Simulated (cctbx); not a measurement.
# Nb5BPb3: precision against data quality

Space group P6_3/mcm (no. 193), a = 8.5730 Å, b = 8.5730 Å, c = 5.8860 Å, α = 90.00°, β = 90.00°, γ = 120.00°.

```
atom  mult.       x       y    z  Ueq (Å²)
 Pb1      6  0.4021  0.4021  1/4    0.0086
 Nb1      6  0.7508  0.7508  1/4    0.0133
 Nb2      4     1/3     2/3  1/2    0.0113
  B1      2       0       0  1/2    0.0222
```

The model is made up (kin elements in a known structure type, no relaxation), so it says nothing on whether the phase exists.

Five simulated data sets (cctbx; Mo Kα, λ = 0.71073 Å; 1.5 % proportional error) differ in resolution or exposure (noise floor 4 counts in the first three, 8 in the last two). Each is refined with the right model, isotropic at 1.1 Å and anisotropic otherwise. How do the figures of merit and the uncertainties move?

| d min (Å) | top counts | ⟨I/σ⟩ (unmerged, absences included) | unique | param. (scale apart) | Rint | R1 | GooF | largest s.u. xyz (fractional) | s.u. U of B1 (Å²) | largest error (Å) |
| --- | --- | --- | --- | --- | --- | --- | --- | --- | --- | --- |
| 1.1 | 5000 | 13.2 | 68 | 6 | 0.036 | 0.0121 | 1.85 | 0.00024 | 0.0110 | 0.0018 |
| 0.84 | 5000 | 11.8 | 141 | 12 | 0.039 | 0.0066 | 0.92 | 0.00008 | 0.0061 | 0.0008 |
| 0.6 | 5000 | 8.4 | 359 | 12 | 0.053 | 0.0113 | 0.97 | 0.00006 | 0.0031 | 0.0002 |
| 0.75 | 300 | 1.3 | 190 | 12 | 0.396 | 0.0510 | 0.92 | 0.00059 | 0.0174 | 0.0025 |
| 0.75 | 3000 | 7.0 | 190 | 12 | 0.071 | 0.0122 | 0.92 | 0.00011 | 0.0059 | 0.0002 |

GooF reaches 1.85 where the model lacks something that the data hold (anisotropy at the isotropic level, for one). The s.u. of U for B1 goes 0.0110, 0.0061, 0.0031 Å² with resolution and 0.0174, 0.0059 Å² with exposure.

The 1.1 Å row also differs in its displacement model, so it isn't a clean test of resolution.

Hardware for the 0.6 Å refinement: 0.53 s on 1 thread of Arm Neoverse N1, with other jobs on the host, peak memory 0.09 GiB.

[Logs are printed without paths, hosts, clocks, repeated set-up lines and the standing remarks that a program may print on its own settings, such as how far it seeks lower states.]
